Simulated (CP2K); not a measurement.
Consider chlorine monofluoride at its PBE geometry (Å).

```xyz
2

F     0.8272    0.0000    0.0000
Cl   -0.8272    0.0000    0.0000
```

Method: CP2K XAS_TDP, all-electron GAPW, PBEh(45%), aug-pc-2, TDA, GW2X-corrected core level, no relativity.

Q: Predict the bright core excitations at the F K edge.

Leading lines: F1 681.86 eV. The leading line of an atom is its first one with 35 % of the strongest within 2.5 eV of its lowest line over the strength cut. Core ionisation energies at this level: F1 691.56 eV.

The first six lines of each atom with a strength over 0.0015:

| atom | energy (eV) | states | strength, one atom | above the computed threshold |
| --- | --- | --- | --- | --- |
| F1 (bonded to Cl) | 681.86 | 1 | 0.0505 |  |
|  | 690.23 | 1 | 0.0030 |  |
|  | 691.27 | 2 | 0.0038 |  |
|  | 692.41 | 2 | 0.0127 | yes |
|  | 695.52 | 1 | 0.0037 | yes |
|  | 695.59 | 2 | 0.0097 | yes |

Lines are vertical, at one geometry, with no vibrational structure. GW2X ionisation energies and lines can be off by 1 to 2 eV either way, and a good line position may hide errors that cancel. These values hold no scalar relativity, about 0.7 eV for F 1s. Rydberg lines, and the discretised continuum above threshold, depend on the basis and the box.

[Banner, clock and machine lines of the logs are left out without a mark of their own.]

[Logs are printed without paths, hosts, clocks, repeated set-up lines and the standing remarks that a program may print on its own settings, such as how far it seeks lower states.]

[Hosts, paths, dates, database ids (printed as entryN), source tags and the programs' standing remarks are cut or masked in the printed files.]
